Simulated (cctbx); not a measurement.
**Lattice, Laue class and space group of a new crystal**

Cell: a = 4.8820 Å, b = 4.8820 Å, c = 4.8820 Å, α = 90.00°, β = 90.00°, γ = 90.00°. Expected content of the cell: Dy3 Sc1 B1.

The data are simulated with cctbx, not measured: Ag Kα, λ = 0.56087 Å, to d = 0.8 Å, 70 % of the full sphere, strongest reflection 5000 counts, noise from counting, a 6 % proportional error and a noise floor of 4 counts (s.d.); no absorption, some extinction.

Tests on the unmerged data give:

```text
648 reflections to d = 0.803 A
centring   violations  <I/sigma> of those
    A        304 of   304      9.1
    B        305 of   305      9.1
    C        307 of   307      9.2
    I        334 of   334     11.3
    R        436 of   436     10.9
    F        458 of   458      9.1
Laue class    unique    Rint  (classes that these axes allow; Friedel mates merged)
P -1              433   0.038
P 1 2/m 1         265   0.043
P 1 1 2/m         261   0.042
P 2/m 1 1         263   0.045
P m m m           167   0.048
P 4/m             137   0.049
P 4/m m m          96   0.051
R -3 :R           160   0.049
R -3 m :R         103   0.051
P m -3             58   0.053
P m -3 m           42   0.054
space group    extra absences  I>4sigma  <I/sigma>
P 4 3 2                 0          0         -  acentric
P -4 3 m                0          0         -  acentric
P m -3 m                0          0         -  centric
Wilson B = -0.01 A^2   <|E^2-1|> = 0.793 (0.968 centric, 0.736 acentric)   E^2>4: 0.0 %
shell (A)         n   <I/sigma>
 4.88 - 1.15     17     38.1
 1.15 - 0.92     13     42.0
 0.92 - 0.80     12     40.3
```

**Question.** What are the lattice type, the Laue class and the likely space group?

Every centring test has many violations, so the lattice is primitive.

Rint stays low (0.038 to 0.054) up to P m -3 m, the highest class in these axes.

3 settings pass the absence test. No glide or screw absences show, which leaves P 4 3 2, P -4 3 m and P m -3 m.

⟨|E²−1|⟩ = 0.793 leans to a non-centrosymmetric structure. Here that hint misleads: the statistic assumes many like atoms on general positions, and few, heavy or special-position atoms break it. The Wilson B of -0.01 Å² means U ≈ -0.0001 Å², too small to be real: the Wilson fit fails with so few reflections and atoms.

The true group is Pm-3m (no. 221), Laue class m-3m, centrosymmetric. The tables only narrow the choice to the tied entries; cell content, site symmetry and trial solutions must settle it.

The model was made for the exercise: a known structure type with other elements put in, its volume estimated, not relaxed; displacement parameters are assumed.

[Logs are printed without paths, hosts, clocks, repeated set-up lines and the standing remarks that a program may print on its own settings, such as how far it seeks lower states.]
